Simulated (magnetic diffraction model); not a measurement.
**CsNdCdMo3: what an assumed order does to the neutron pattern**

Space group Cmcm (no. 63), a = 4.0560 Å, b = 15.7120 Å, c = 10.8830 Å.

```csv
site,atom,x,y,z
4a,Nd,0,0,1/2
4c,Cs,1/2,0.2506,1/4
4c,Cd,1/2,0.0378,3/4
8f,Mo,0,0.3782,0.4529
4c,Mo,1/2,0.4383,3/4
```

This is a made-up structure (elements placed in a structure type, unrelaxed), so the numbers test the method and describe no known phase.

Only Nd is taken to order (form factors of Nd3+); orders and moment sizes are assumed, and not adapted to the symmetry. Radiation: neutrons of λ = 2.0775 Å (absorption by Cd left out), 8° to 50°; isotropic B of 0.27 Å² (Nd), 0.25 Å² (Cs), 0.35 Å² (Cd) and 0.26 Å² (Mo). Simulated constant-wavelength pattern: nuclear and magnetic terms add, the magnetic one as |2.695 fm × Σ f S⊥ exp(2πi Q·r) exp(−B s²)|², summed over all Q at one angle with the factor 1/(sin²θ cos θ). For collinear order S is the moment m, which repeats by lattice and centring translations R with the sign exp(−2πi k·R). Free-ion form factors, Sears's scattering lengths of 1992, no absorption; a label names one of the reflections at its angle. The strongest nuclear line in the range is 100, and lines under 0.2 are left out.

Assume the order k = (0 0 0), collinear moments along [101], 2.2 μB on Nd; signs + at (0, 0, 1/2), + at (0, 0, 0).

Q: Where does magnetic intensity appear, and how strong is it?

```csv
2θ (°),index,nuclear,magnetic
15.20,(0 2 0),71.3,17.2
18.77,(0 2 1),1.4,0.0
22.01,(0 0 2),0.8,1.0
26.86,(0 2 2),6.5,4.4
30.67,(0 4 0),0.9,4.1
30.67,(1 1 0),0.1,7.3
32.66,(0 4 1),1.4,0.0
32.66,(1 1 1),0.4,0.0
36.77,(0 2 3),30.0,0.0
37.80,(1 3 0),41.6,5.0
38.07,(0 4 2),23.8,3.7
38.08,(1 1 2),1.2,6.6
39.47,(1 3 1),100.0,0.0
44.17,(1 3 2),68.1,5.6
44.89,(0 0 4),56.1,0.2
45.88,(0 4 3),1.7,0.0
45.88,(1 1 3),19.6,0.0
46.74,(0 6 0),0.6,1.7
47.66,(0 2 4),15.3,0.7
48.16,(0 6 1),1.7,0.0
49.44,(1 5 0),20.9,2.9
```

The strongest magnetic line in the range is (0 2 0) at 15.20° (17.2). On top of the Lorentz factor, which all lines share, magnetic lines fade with angle because f falls: for Nd3+ it is 0.98, 0.90, 0.79 and 0.54 at sin θ/λ = 0.1, 0.2, 0.3 and 0.5 Å⁻¹, while nuclear lengths stay constant. The net moment is 4.40 μB a primitive cell.

[Logs are printed without paths, hosts, clocks, repeated set-up lines and the standing remarks that a program may print on its own settings, such as how far it seeks lower states.]
